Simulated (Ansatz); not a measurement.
**AgF (model cell, started as wurtzite): a soft mode frozen in**

Wanted: the energy along a soft mode of AgF (model cell, started as wurtzite) and the structure at the end.

Program: Ansatz 0.2.0. Level of theory: DFT LDA, scalar-relativistic, plane waves, PAW. Values are calculated unless marked as measured.

The structure was built from a prototype and need not be the compound's stable phase.

## Step 1: Starting point

Symmetry: P6_3/mmc, No. 194, hexagonal system. The conventional cell has a = 4.014 Å, b = 4.014 Å, c = 4.709 Å, α = 90.00°, β = 90.00°, γ = 120.00°. Nearest to Ag lie 5 F at 2.32 to 2.35 Å. Nearest to F lie 5 Ag at 2.32 to 2.35 Å. Farther neighbours, and contacts between anions beyond the nearest, are not listed.

## Step 2: The dispersion

Stability and thermal properties need the whole zone. Linear response on a 2×2×2 q mesh gives force constants as far as a supercell of that size would.

The input, input.yaml:

```yaml
crystal:
  lattice:
    - [4.0138959602, 3.0438e-06, 0.0]
    - [-2.0069506161, 3.4761343478, 0.0]
    - [0.0, 0.0, 4.7092382587]
  atoms:
    - { symbol: Ag, position: [0.3333333333, 0.6666666667, -0.0625] }
    - { symbol: Ag, position: [0.6666666667, 0.3333333333, 0.4375] }
    - { symbol: F, position: [0.3333333333, 0.6666666667, 0.4375] }
    - { symbol: F, position: [0.6666666667, 0.3333333333, 0.9375] }
kpoints:
  mp_grid: { grid: [12, 12, 8] }
hamiltonian:
  xc: lda
scf:
  occupations: { method: methfessel_paxton, width: 0.15 }
output:
  eigenvalues: true
phonons:
  method: dfpt
  qmesh: [2, 2, 2]
  temperatures: { t_max: 1000, t_step: 50 }
  qpath:
    path:
      - [[0.0, 0.0, 0.0], [0.5, 0.0, 0.0], [0.33333333, 0.33333333, 0.0], [0.0, 0.0, 0.0], [0.0, 0.0, 0.5], [0.5, 0.0, 0.5], [0.33333333, 0.33333333, 0.5], [0.0, 0.0, 0.5]]
      - [[0.5, 0.0, 0.5], [0.5, 0.0, 0.0]]
      - [[0.33333333, 0.33333333, 0.5], [0.33333333, 0.33333333, 0.0]]
    npoints: 10
```

Run with:

```
> ansatz run input.yaml --threads 4 --pin off --max-ram 7168MiB --backend cpu --events-out ev --progress --plain --runs-dir out
```

Log:

```text
Warning: phonons: the dynamical matrix that this run interpolates holds no multipole term above the dipole-dipole one, and a site of this crystal is no centre of inversion, so its interpolated transverse optical and acoustic branches and sound speeds can stay off near Gamma, and the density of states and the thermodynamics with them. What a run solves at a wave vector of phonons.qpoints, Gamma apart, where the deck admits one, is free of this, and under fd what a larger phonons.supercell samples
Engine: ansatz 0.2.0, aarch64-unknown-linux-gnu
Pseudopotentials: kind: paw
Pseudopotential: Ag, paw, valence charge 19, recommended cutoff 420 eV (normal), Ag.paw.azcp
Pseudopotential: F, paw, valence charge 7, recommended cutoff 420 eV (normal), F.paw.azcp
Functional definition: SPW92
  exchange = slater_x
  correlation = pw_c
Crystal: 4 atoms, lattice volume = 65.707 Å³
Basis set: ecut = 420 eV, 1323 PW (Γ), exchange–correlation on 54×54×64 points (8 copies of the dense FFT grid, shifted against one another)
Bands: 32, of which v1, the nominal top of the filled ones, is band 26 counted from 1 (25 counted from 0)
Symmetry: 24 space group operations
k-points: 95 of 1152
Non-local potential: Ag, projectors of the file, l = 0: 3, l = 1: 2, l = 2: 2, l = 3: 1
Non-local potential: F, projectors of the file, l = 0: 2, l = 1: 2, l = 2: 1
PAW form: soft (Blöchl's): semilocal exchange-correlation on the pseudo side does not see the compensation charge
PAW frozen core: Ag, regenerated for the run's functional, and the local potential with it (the file was generated under x = pbe(κ = 0.804, μ = 0.219515), c = pbe(β = 0.066725))
PAW frozen core: F, regenerated for the run's functional, and the local potential with it (the file was generated under x = pbe(κ = 0.804, μ = 0.219515), c = pbe(β = 0.066725))
PAW one-centre angular grid: Ag, 590 points (default); XC on 64 Gauss nodes
PAW one-centre angular grid: F, 110 points (default); XC on 64 Gauss nodes
Initial density: superposition of atomic densities (neutral atoms: chi_scale 0, normalization atom), corrected by the library's trained network
Initial wavefunctions: pseudopotential atomic-orbital guess
Functional: x = slater, c = lda
SCF iter   1: F=—  HF=-16501.096640 eV  |F-HF|=—  |Δ(HF+E_count)|=         —  Δρ=2.15e-2  dr2=2.30e-1  ethr=1.77e-3  ⟨swp⟩=5.0  Hψ=10450  notcnv=0  defer=9
preconditioner: auto → LDOS  [metal: Δε(μ)=0.023 eV  Ē_g=11.945 eV  σ=0.150 eV  W_gap=0.13  n_scr=20 (ndim 8)  ℏωp=27.5 eV  f_vac=0.185  D(μ)=1.46/eV (n_scr^D=8)  β→1.0]
SCF iter   2: F=—  HF=-16501.125856 eV  |F-HF|=—  |Δ(HF+E_count)|=   2.92e-2  S|Δr|=    0.00e0  Δρ=2.58e-2  dr2=2.93e-1  ethr=4.42e-4  ⟨swp⟩=2.0  Hψ=6498  notcnv=0  defer=154
SCF iter   3: F=—  HF=-16501.038189 eV  |F-HF|=—  |Δ(HF+E_count)|=   8.77e-2  S|Δr|=    0.00e0  Δρ=4.70e-3  dr2=8.52e-3  ethr=4.42e-4  ⟨swp⟩=2.0  Hψ=4808  notcnv=0  defer=154
SCF iter   4: F=—  HF=-16501.035394 eV  |F-HF|=—  |Δ(HF+E_count)|=   2.80e-3  S|Δr|=    0.00e0  Δρ=5.52e-4  dr2=1.76e-4  ethr=1.64e-5  ⟨swp⟩=2.0  Hψ=4433  notcnv=0  defer=153
SCF iter   5: F=—  HF=-16501.035346 eV  |F-HF|=—  |Δ(HF+E_count)|=   4.72e-5  S|Δr|=    0.00e0  Δρ=1.08e-4  dr2=4.32e-6  ethr=3.39e-7  ⟨swp⟩=2.0  Hψ=4070  notcnv=0  defer=153
SCF iter   6: F=—  HF=-16501.035346 eV  |F-HF|=—  |Δ(HF+E_count)|=   7.92e-8  S|Δr|=    0.00e0  Δρ=9.42e-6  dr2=2.61e-8  ethr=8.30e-9  ⟨swp⟩=2.2  Hψ=4286  notcnv=0  defer=153
SCF iter   7: F=—  HF=-16501.035346 eV  |F-HF|=—  |Δ(HF+E_count)|=   1.15e-8  S|Δr|=    0.00e0  Δρ=1.02e-6  dr2=4.76e-10  ethr=5.02e-11  ⟨swp⟩=2.0  Hψ=4948  notcnv=0  defer=153
SCF iter   8: F=-16501.035346 eV  HF=-16501.035346 eV  |F-HF|=3.64e-12  |Δ(HF+E_count)|=  9.46e-11  S|Δr|=    0.00e0  Δρ=1.01e-7  dr2=3.79e-12  ethr=1.00e-12  ⟨swp⟩=8.0  Hψ=15277  notcnv=0
SCF 1 converged in 8 iterations: F = -16501.035346 eV  dr2 = 3.79e-12
  greatest PAW one-centre occupation: 1.002 electrons in one spin orbital (limit 2), on the Ag atom at site 1 (counted from 0), in its partial waves of l = 0
Initial density: read from a saved state, or passed on in memory by an earlier SCF of this step, an earlier step, the calling program or the single point that the run made first
iter 1 solved again at ethr=1.97e-8 eV; its pass at ethr=3.10e-3 eV (dr2=1.03e-5 eV) is discarded
SCF iter   1: F=—  HF=-16501.035351 eV  |F-HF|=—  |Δ(HF+E_count)|=         —  Δρ=2.23e-7  dr2=1.57e-11  ethr=1.97e-8  ⟨swp⟩=3.0  Hψ=18726  notcnv=0
eigensolver tolerance schedule: the retry pair's looser diagonalisation over-reported the residual by 653938.19 of it (diagonalisation noise at an unbounded share of the residual, at the tolerance the schedule requests for it); recorded, not acted on — ethr = c·dr2/N_el stays at c = 1.0e-1
preconditioner: auto → LDOS  [metal: Δε(μ)=0.015 eV  Ē_g=12.129 eV  σ=0.150 eV  W_gap=0.08  n_scr=20 (ndim 8)  ℏωp=27.5 eV  f_vac=0.178  D(μ)=1.17/eV (n_scr^D=2)  β→1.0]
SCF iter   2: F=—  HF=-16501.035346 eV  |F-HF|=—  |Δ(HF+E_count)|=   5.02e-6  S|Δr|=    0.00e0  Δρ=2.47e-7  dr2=2.29e-11  ethr=1.00e-12  ⟨swp⟩=3.0  Hψ=6376  notcnv=0
SCF iter   3: F=-16501.035346 eV  HF=-16501.035346 eV  |F-HF|=7.28e-12  |Δ(HF+E_count)|=  3.64e-12  S|Δr|=    0.00e0  Δρ=1.02e-7  dr2=1.82e-12  ethr=1.00e-12  ⟨swp⟩=2.0  Hψ=7763  notcnv=0
SCF 2 converged in 3 iterations: F = -16501.035346 eV  dr2 = 1.82e-12
phonons: the bands overlap, so this run is a metal and interpolates without the dipole-dipole term. If the crystal is really an insulator or semiconductor, its LO-TO splitting is missing
NSCF: frozen V_eff on 95 k-points
NSCF: frozen V_eff on 370 k-points
DFPT response loops at q = (0, 0, 0) (fractional): preconditioner auto → none (partly filled bands, converged f_vac=0.178); β = 0.50; Broyden in place of MSR1
NSCF: frozen V_eff on 740 k-points
DFPT response loops at q = (0, 0, -0.5) (fractional): mixed as the last ones told, above
NSCF: frozen V_eff on 740 k-points
DFPT response loops at q = (0, -0.5, 0) (fractional): mixed as the last ones told, above
NSCF: frozen V_eff on 740 k-points
DFPT response loops at q = (0, -0.5, -0.5) (fractional): mixed as the last ones told, above
SCF converged after 8 iterations
Stability not checked: this state was not tested for a lower state beside it, because cold or Methfessel-Paxton smearing, or corrected tetrahedra, fill the levels in a way that the test cannot read (fill_not_monotonic; see scf.lower_state_search)
Free energy (F): -16501.035346 eV
Harris-Foulkes:  -16501.035346 eV  (|F-HF|=3.64e-12)
Internal energy: -16501.038328 eV  (E = F + TS)
E sigma→0 (E₀):  -16501.036092 eV
Entropy (-TS):   0.002982 eV (0.745 meV/atom)
Fermi energy:    7.797698 eV
--- Per-component energies (eV) ---
  E_band       = -759.227469
  E_kinetic    = 1466.352737
  E_local      = -7004.375487  (includes V_loc(G=0)·N_el)
  E_nonlocal   = 334.242837
  E_hartree    = 3039.926080
  E_xc         = -517.845747
  E_vxc        = -663.965737  (∫ρ·V_xc dr)
  E_paw        = -7922.764962  (= ΣΔE_a)
  E_vpaw       = -971.338547  (= ΣTr[D̂ρ^β])
  E_aug_tail   = 0.004646  (compensation charges beyond the density's cutoff)
  E_ewald      = -5898.254550
  E_core_change = 1.676118  (= ΣΔE_core)
  E_smearing   = 0.002982  (= −TS)
  E_closure    = 0.000000  (closes the sum)
  Σ components = -16501.035346   (vs F -16501.035346, Δ=0.00e0)
--- Band table (eV; the first three rows and the last of 95) ---
  k-point 0: bands = [... 22 lower, 7.1986, 7.2966, 7.2966, 7.3177, 7.3177, 13.4789, 15.0868, 18.7810, ... 2 higher]
  k-point 1: bands = [... 22 lower, 7.2990, 7.2990, 7.3179, 7.3179, 7.4733, 12.9597, 15.7493, 18.7273, ... 2 higher]
  k-point 2: bands = [... 22 lower, 7.3057, 7.3057, 7.3186, 7.3186, 8.2571, 12.1075, 17.0262, 18.5959, ... 2 higher]
  k-point 94: bands = [... 22 lower, 6.4975, 6.4975, 7.8073, 7.8073, 13.9699, 13.9699, 14.4751, 14.4751, ... 2 higher]
--- Phonons (Γ-DFPT): 4 representative perturbations + reference (Σ response iterations 13) ---
  ASR residual: 3.151e-5 → 0.000e0 eV/Å²; symmetrization residual: 8.024e-6 eV/Å²
  ASR residual per site (eV/Å²): 1.48e-5 1.48e-5 3.15e-5 3.15e-5
  Γ frequencies (cm⁻¹): -44.94 -22.36 -22.36 0.00 0.00 0.00 192.44 192.44 224.59 224.59 239.77 281.37
--- Phonons (arbitrary-q DFPT): 4 irreducible q on the 2×2×2 mesh ---
  q = [0.0000, 0.0000, 0.0000] (star 1, of the zone-centre solve; hermiticity 3.50e-6, symmetrization 9.18e-7): -44.94 -22.36 -22.36 -0.00 -0.00 0.00 192.44 192.44 224.59 224.59 239.77 281.37
  q = [0.0000, 0.0000, -0.5000] (star 1, 4 solved perturbations in 930 linear systems a pass and spin channel, the states on 370 of 1152 k-point pairs; hermiticity 2.32e-6, symmetrization 1.20e-7): -27.30 -27.30 -27.30 -27.30 119.75 119.75 205.98 205.98 205.98 205.98 231.36 231.36
  q = [0.0000, -0.5000, 0.0000] (star 3, 6 solved perturbations in 1910 linear systems a pass and spin channel, the states on 370 of 1152 k-point pairs; hermiticity 7.08e-6, symmetrization 1.33e-6): -43.53 -37.85 -30.09 -25.53 94.62 95.11 222.68 233.79 244.22 250.44 250.92 264.45
  q = [0.0000, -0.5000, -0.5000] (star 3, 6 solved perturbations in 1910 linear systems a pass and spin channel, the states on 370 of 1152 k-point pairs; hermiticity 2.36e-6, symmetrization 5.23e-7): -35.77 -35.77 59.54 59.54 95.50 95.50 131.48 131.48 235.65 235.65 281.18 281.18
  sum rule: each row above includes the acoustic sum rule's correction from the zone centre's row sums; it moved no ω² by more than (0.67 cm⁻¹)²
  mesh force constants: q→R imaginary residual 3.35e-17; ASR residual 3.151e-5 → 0.000e0 eV/Å²; symmetrization residual 3.553e-15 eV/Å²
  interpolated dispersion: 93 rows × 12 modes
  density of states and harmonic sums: on the 18×18×14 q-mesh, interpolated from the force constants of a 2×2×2 supercell (no non-analytic term)
  largest difference from the sums on the solved wave vectors: F 1.56e-1 eV, S 1.98e-4 and C_V 4.20e-5 eV/K
  zero-point energy: 0.098598 eV/cell   skipped modes (ω ≤ 0): 901, of them read as no rigid motion or as one in doubt: 898 (3.014e0 modes/cell left out, lowest -45.31 cm⁻¹)   left out of the sums: 2.51e-1 of the cell's modes: C_V's classical limit lies that fraction below 3 k_B per atom; for a crystal, a wire or a layer, F and S can be off by more, and a phonons.interpolated_qmesh denser along its periods is the remedy for the sampling
```

It took 10 min on 4 threads of Arm Neoverse N1, shared host; peak memory 1.8 GiB; 39 min of CPU time.

Reading the cycles: dr2 is the Hartree energy of the density residual (eV), the measure of convergence; HF is the Harris–Foulkes estimate of the energy, which meets the free energy F at convergence.

Numbers from this step:

- volume per atom: 16.43 Å³
- gap on the k-mesh: 0 eV
- sum-rule residual before enforcement: 3.15e-5 eV/Å²
- lowest frequency on the path: -45.30 cm⁻¹
- point group: 6/mmm
- highest frequency on path, mesh or solved points: 281.6 cm⁻¹
- highest optical mode at the zone centre (no LO-TO term): 281.4 cm⁻¹
- lowest optical zone-centre mode: -44.94 cm⁻¹
- lowest mode on the q mesh (acoustic modes at Γ apart): -44.94 cm⁻¹

Frequencies (cm⁻¹) solved at each irreducible wavevector; negative means imaginary. Frequencies by wavevector, by row:

```csv
q in reciprocal lattice units,star,mode 1,mode 2,mode 3,mode 4,mode 10,mode 11,mode 12
0 0 0,1,-44.9,-22.4,-22.4,0,224.6,239.8,281.4
0 0 -0.5,1,-27.3,-27.3,-27.3,-27.3,206,231.4,231.4
0 -0.5 0,3,-43.5,-37.9,-30.1,-25.5,250.4,250.9,264.4
0 -0.5 -0.5,3,-35.8,-35.8,59.5,59.5,235.7,281.2,281.2
```

Interpolated from a 2×2×2 q mesh, rough between the solved points. The phonon branches at the labelled points (cm⁻¹):

```csv
point,branch 1,branch 2,branch 3,branch 4,branch 9,branch 10,branch 11,branch 12
Γ,-45,-22,-22,0,225,225,240,281
halfway,-45,-29,-25,-17,234,238,243,275
M,-44,-38,-30,-26,244,250,251,264
halfway,-43,-39,-23,10,238,252,258,262
K,-42,-42,-20,32,238,257,257,262
halfway,-45,-28,-21,-20,234,244,245,273
Γ,-45,-22,-22,0,225,225,240,281
halfway,-26,-26,-18,-18,219,219,236,261
A,-27,-27,-27,-27,206,206,231,231
halfway,-33,-33,41,41,221,221,262,262
L,-36,-36,60,60,236,236,281,281
halfway,-26,-26,57,57,242,242,280,280
H,-11,-11,53,53,249,249,279,279
halfway,-30,-30,44,44,227,227,266,266
A,-27,-27,-27,-27,206,206,231,231
jump to L,-36,-36,60,60,236,236,281,281
halfway,-34,-31,-30,24,226,246,273,279
M,-44,-38,-30,-26,244,250,251,264
jump to H,-11,-11,53,53,249,249,279,279
halfway,-29,-29,-20,24,241,258,274,274
K,-42,-42,-20,32,238,257,257,262
```

Symmetry leaves 4 wavevectors to solve. The lowest mode among them, the acoustic zeros apart, lies at Γ and is imaginary, 44.9i cm⁻¹, so the energy falls along it.

## Step 3: The mode frozen in, largest atomic shift 0 Å

The mode followed lies at q = (0, -0.5, 0) with frequency 43.5i cm⁻¹, one of the unstable modes though not the softest. At small amplitude the pattern taken leaves space group no. 62 by a symmetry search on the positions. The undistorted cell that holds it gives the zero of energy on the same k mesh.

System of this step: AgF (model cell, started as wurtzite). The structure is hexagonal, space group P6_3/mmc (No. 194). The conventional cell has a = 4.014 Å, b = 4.014 Å, c = 4.709 Å, α = 90.00°, β = 90.00°, γ = 120.00°. Nearest to Ag lie 5 F at 2.32 to 2.35 Å. Nearest to F lie 5 Ag at 2.32 to 2.35 Å. Farther neighbours, and contacts between anions beyond the nearest, are not listed.

The input, input.yaml:

```yaml
crystal:
  lattice:
    - [-4.0138959602, -3.0438e-06, 0.0]
    - [0.0, 0.0, -4.7092382587]
    - [5.2719e-06, -6.9522717393, 0.0]
  atoms:
    - { symbol: Ag, position: [0.5, 0.0625, 0.1666666667] }
    - { symbol: Ag, position: [0.0, 0.0625, 0.6666666667] }
    - { symbol: Ag, position: [0.0, 0.5625, 0.3333333333] }
    - { symbol: Ag, position: [0.5, 0.5625, 0.8333333333] }
    - { symbol: F, position: [0.5, 0.5625, 0.1666666667] }
    - { symbol: F, position: [0.0, 0.5625, 0.6666666667] }
    - { symbol: F, position: [0.0, 0.0625, 0.3333333333] }
    - { symbol: F, position: [0.5, 0.0625, 0.8333333333] }
kpoints:
  mp_grid: { grid: [8, 8, 6] }
hamiltonian:
  xc: lda
scf:
  occupations: { method: methfessel_paxton, width: 0.15 }
output:
  forces: true
  stress: true
  eigenvalues: true
```

Log:

```text
[...]
Crystal: 8 atoms, lattice volume = 131.415 Å³
Basis set: ecut = 420 eV, 2593 PW (Γ)
Bands: 63, of which v1, the nominal top of the filled ones, is band 52 counted from 1 (51 counted from 0)
Symmetry: 16 space group operations
[...]
k-points: 100 of 384
[...]
k-point 0: bands = [... 48 lower, 7.1984, 7.2959, 7.2959, 7.3170, 7.3170, 11.0938, 11.9468, 13.4786, ... 7 higher]
  k-point 1: bands = [... 48 lower, 7.0726, 7.2278, 7.2558, 7.2994, 7.5140, 10.4043, 12.6615, 13.5529, ... 7 higher]
  k-point 2: bands = [... 48 lower, 6.9385, 7.0739, 7.1018, 7.2142, 7.9754, 9.4827, 13.5848, 13.7503, ... 7 higher]
  k-point 99: bands = [... 48 lower, 7.7263, 7.7263, 7.7263, 7.7263, 12.7299, 12.7299, 12.7299, 12.7299, ... 7 higher]
[key lines of the parts left out:]
SCF converged after 7 iterations
Free energy (F): -33002.069823 eV
Fermi energy:    7.795351 eV
P = ⅓ Tr σ = -0.0048 GPa (-0.048 kbar)
```

Run time: 23 s. Hardware: 4 threads; peak memory 0.81 GiB.

Numbers from this step:

```
pressure                         : -0.004784 GPa
energy from the undistorted cell : 0 meV/atom
```

The run ends at a pressure of 0.00 GPa, with forces up to 4.0e-4 eV/Å.

## Step 4: The mode frozen in, largest atomic shift 0.32 Å

The atoms are moved along the unstable eigenvector, the largest shift by 0.32 Å, with the cell fixed.

input.yaml, the sections that differ from step 3:

```yaml
crystal:
  lattice:
    - [-4.0138959602, -3.0438e-06, 0.0]
    - [0.0, 0.0, -4.7092382587]
    - [5.2719e-06, -6.9522717393, 0.0]
  atoms:
    - { symbol: Ag, position: [0.5, 0.0038887883, 0.1666666667] }
    - { symbol: Ag, position: [0.0, 0.1211112117, 0.6666666667] }
    - { symbol: Ag, position: [0.0, 0.6211112117, 0.3333333333] }
    - { symbol: Ag, position: [0.5, 0.5038887883, 0.8333333333] }
    - { symbol: F, position: [0.5, 0.4945484583, 0.1666666667] }
    - { symbol: F, position: [0.0, 0.6304515417, 0.6666666667] }
    - { symbol: F, position: [0.0, 0.1304515417, 0.3333333333] }
    - { symbol: F, position: [0.5, -0.0054515417, 0.8333333333] }
# kpoints, hamiltonian, scf, output: as in step 3
```

Log:

```text
[...]
Crystal: 8 atoms, lattice volume = 131.415 Å³
Basis set: ecut = 420 eV, 2593 PW (Γ)
Bands: 63, of which v1, the nominal top of the filled ones, is band 52 counted from 1 (51 counted from 0)
Symmetry: 8 space group operations
[...]
k-points: 100 of 384
[...]
k-point 0: bands = [... 48 lower, 6.9468, 6.9481, 7.0665, 7.0674, 7.1416, 10.3834, 11.9191, 13.6930, ... 7 higher]
  k-point 1: bands = [... 48 lower, 6.8356, 6.9095, 7.0265, 7.0327, 7.3384, 9.9492, 12.3475, 13.7563, ... 7 higher]
  k-point 2: bands = [... 48 lower, 6.6894, 6.8058, 6.8790, 6.9360, 7.7885, 9.1818, 13.1024, 13.8911, ... 7 higher]
  k-point 99: bands = [... 48 lower, 7.4568, 7.4568, 7.4568, 7.4568, 12.0571, 12.0571, 12.0571, 12.0571, ... 7 higher]
[key lines of the parts left out:]
SCF converged after 7 iterations
Free energy (F): -33002.120239 eV
Fermi energy:    7.620598 eV
P = ⅓ Tr σ = -2.3538 GPa (-23.538 kbar)
```

Elapsed: 22 s, on 4 threads; peak memory 0.81 GiB; 83 s of CPU time.

Read from the output:

```yaml
pressure: -2.354 GPa
energy_from_the_undistorted_cell: -6.227 meV/atom
```

The energy, extrapolated to zero smearing, is -6.23 meV/atom against the undistorted cell.

The run ends at a pressure of -2.35 GPa, with forces up to 0.19 eV/Å.

## Step 5: Energy along the mode, all amplitudes (two of the runs are shown above)

An imaginary frequency means negative curvature, so the energy should fall and then rise again as anharmonic terms take over.

This step gave:

* depth at the lowest point sampled: 6.227 meV/atom
* largest atomic shift at that point: 0.32 Å

Table of energy from the parent by largest atomic shift:

```csv
largest atomic shift (Å),energy from the parent (meV/atom)
0.000,0
0.040,-0.273
0.080,-1.06
0.140,-2.94
0.220,-5.72
0.320,-6.23
0.450,7.47
```

Displacement at unit largest shift by atom:

```csv
atom,x (Å),y (Å),z (Å),size
Ag1,0.00,0.00,0.86,0.86
Ag2,0.00,0.00,-0.86,0.86
Ag3,0.00,0.00,-0.86,0.86
Ag4,0.00,0.00,0.86,0.86
F5,0.00,0.00,1.00,1.00
F6,0.00,0.00,-1.00,1.00
F7,0.00,0.00,-1.00,1.00
F8,0.00,0.00,1.00,1.00
```

The lowest step is at 0.32 Å, 6.23 meV/atom below the parent, and the energy rises beyond it.

(Part 1 of 3 ends here.)

[Long decimals in the printed logs are rounded to 6 places.]

[Logs are printed without paths, hosts, clocks, repeated set-up lines and the standing remarks that a program may print on its own settings, such as how far it seeks lower states.]

[Hosts, paths, dates, database ids (printed as entryN), source tags and the programs' standing remarks are cut or masked in the printed files.]

[Where the starting crystal was built by hand or by swapping elements, it need not be the compound's stable phase.]
